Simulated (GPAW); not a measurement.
# Polarising HfGe2N4 monolayer with a field along the normal

The dipole of the cell at several fields, atoms fixed. What does the strongest field give, and what length does the slope stand for?

How it was computed: GPAW 26.7.0, plane waves (500 eV), PAW setups, PBE, 12×12 mesh, a dipole layer in the vacuum; geometry relaxed without an applied field with GPAW. The cell's area is 8.40 Å², and e/ε0 = 180.95 V Å.

Results, with one row withheld:

| field (V/Å) | dipole (e Å) |
| --- | --- |
| −0.2 | −0.0782 |
| −0.1 | −0.0391 |
| −0.05 | −0.0195 |
| 0.05 | 0.0195 |
| 0.1 | 0.0391 |
| 0.2 | 0.0782 |
| 0.3 | ? |

**Question.** What is the dipole at 0.3 V/Å?

A: A line through the 6 points has the slope α = 0.391 e Å per V/Å and the intercept p₀ = 0.0000 e Å (r.m.s. residual 2.8e−05). At 0.3 V/Å it gives p = 0.0000 + 0.391 × 0.3 = 0.1173 e Å; the run gives 0.1173 e Å, so the response stays linear to 0.0 % of the induced part. Dividing by ε0 and the area: α/(ε0 A) = 0.391 × 180.95 / 8.40 = 8.42 Å, against 7.45 Å between the outer nuclei. For a gapped layer this length is t(1 − 1/ε), so it fixes ε only once a thickness t is chosen.

**Limits.** This is the electronic response alone; ions that move would add to it in polar layers. No run was spin-polarised, so magnetic states weren't tested. Spin-orbit coupling is left out, which matters for the heavier atoms here.
